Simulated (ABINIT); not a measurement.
An input for ABINIT 10.8.3 (SnO2 (Pnnm)):

```
acell 3*1.0 Angstrom
rprim 
  4.788004000000 0.000000000000 0.000000000000
  0.000000000000 4.866582000000 0.000000000000
  0.000000000000 0.000000000000 3.240898000000
ntypat 2
znucl 50 8
natom 6
typat 1 1 2 2 2 2
xred 
  0.500000000000 0.500000000000 0.500000000000
  0.000000000000 0.000000000000 0.000000000000
  0.291855000000 0.321042000000 0.000000000000
  0.791855000000 0.178958000000 0.500000000000
  0.208145000000 0.821042000000 0.500000000000
  0.708145000000 0.678958000000 0.000000000000
pp_dirpath "pseudos"
pseudos "Sn.upf, O.upf"
ecut 42
ngkpt 2 2 4
nshiftk 1
shiftk 0 0 0
kptopt 1
chksymbreak 0
istwfk *1
occopt 1
irdwfk 1
optdriver 4
nband 72
gwcalctyp 0
ecutsigx 42
symsigma 1
nkptgw 8
kptgw 
  0.0000000000 0.0000000000 0.0000000000
  0.5000000000 0.0000000000 0.0000000000
  0.0000000000 0.5000000000 0.0000000000
  0.5000000000 0.5000000000 0.0000000000
  0.0000000000 0.0000000000 0.5000000000
  0.5000000000 0.0000000000 0.5000000000
  0.0000000000 0.5000000000 0.5000000000
  0.5000000000 0.5000000000 0.5000000000
bdgw 
  33 36
  33 36
  33 36
  33 36
  33 36
  33 36
  33 36
  33 36
ecuteps 7.4
irdscr 1
ppmodel 1
indata_prefix "in"
outdata_prefix "out"
tmpdata_prefix "tmp"
```

```sh
OMP_NUM_THREADS=1 mpirun -n 8 abinit run.abi > log
```

How long will it take on 8 MPI ranks of Arm Neoverse V2, shared host, and how much memory?

It took 41 s; on shared hardware allow 20 s to 81 s. Peak host memory was 3.6 GiB.

[Paths, hosts, dates, memory and timing lines, banners, echoed tables and standing remarks are left out of the program output.]

[Logs are printed without paths, hosts, clocks, repeated set-up lines and the standing remarks that a program may print on its own settings, such as how far it seeks lower states.]

[Runs of the session that timed out or met a known fault of the program may be left out.]

[Hosts, paths, dates, database ids (printed as entryN), source tags and the programs' standing remarks are cut or masked in the printed files.]

[G0W0 gaps are taken among the corrected bands and points alone; a level outside them can change the order at an edge.]

[Where Ansatz stands beside ABINIT at settings called matched, ABINIT's density can come from a denser mesh and the files from another edition; pairs whose starting gaps differed by over 0.03 eV were left out, so agreement reads better than it is.]
